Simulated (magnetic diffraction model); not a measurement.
## Moment size from magnetic intensity in YbZnAs2

Space group P4/nmm (no. 129, origin choice 1), a = 3.9410 Å, c = 9.7600 Å.

| site | atom | x | y | z |
| --- | --- | --- | --- | --- |
| 2c | Yb | 0 | 1/2 | 0.7670 |
| 2c | As | 1/2 | 0 | 0.6591 |
| 2a | As | 1/2 | 1/2 | 0 |
| 2b | Zn | 1/2 | 1/2 | 1/2 |

This is a made-up structure (elements placed in a structure type, unrelaxed), so the numbers test the method and describe no known phase.

Only Yb is taken to order (form factors of Yb3+); orders and moment sizes are assumed, and not adapted to the symmetry. Radiation: neutrons of λ = 1.8 Å, 8° to 70°; isotropic B of 0.47 Å² (Yb), 0.68 Å² (As) and 0.72 Å² (Zn). The intensities are simulated: I ∝ L Σ (|F_N|² + |F_M⊥|²) for unpolarised neutrons, with F_M = 2.695 fm/μB × Σ f(s) S exp(2πi Q·r) exp(−B s²) at Q = H ± k (one set where k and −k are equivalent), only the part normal to Q counting and L = 1/(sin²θ cos θ). For collinear order S is the moment m, which repeats by lattice and centring translations R with the sign exp(−2πi k·R). Form factors are spin-only for 3d ions and dipole or tabulated for f ions, scattering lengths are Sears's of 1992, and absorption is left out. A label names one of the reflections at its angle. The strongest nuclear line in the range is 100, and lines under 0.2 are left out.

In a first state the assumed order is k = (0 1/2 0), collinear moments along [001], 2.3 μB on Yb; signs + at (0, 1/2, 0.7670), − at (1/2, 0, 0.2330), with this pattern:

```
2θ (°)      index  nuclear  magnetic
 10.58    (0 0 1)      1.0       0.0
 13.11  (0 1/2 0)      0.0       6.6
 16.88  (0 1/2 1)      0.0       4.8
 21.25    (0 0 2)      0.9       0.0
 25.06  (0 1/2 2)      0.0       0.9
 28.52    (1 0 1)     14.4       0.0
 29.59  (1 1/2 0)      0.0       2.4
 31.50  (1 1/2 1)      0.0       3.7
 32.12    (0 0 3)      0.7       0.0
 34.14    (1 0 2)     16.0       0.0
 34.83  (0 1/2 3)      0.0       0.2
 36.72  (1 1/2 2)      0.0       2.0
 37.68    (1 1 0)      4.2       0.0
 39.25    (1 1 1)      1.6       0.0
 40.06  (0 3/2 0)      0.0       0.6
 41.56  (0 3/2 1)      0.0       1.1
```
(The table stops after 16 lines; 30 more lie at higher angle.)

**Question.** Nearer the ordering temperature the line at 13.11° has total intensity 3.2 on the same scale, and all moments have shrunk alike. How large is the Yb moment?

The nuclear part, 0.0, stays, so the magnetic part is 3.2 against 6.6. It goes as m², so m = 2.3 × √(3.2/6.6) = 1.60 μB; the value used was 1.61 μB.

[Logs are printed without paths, hosts, clocks, repeated set-up lines and the standing remarks that a program may print on its own settings, such as how far it seeks lower states.]
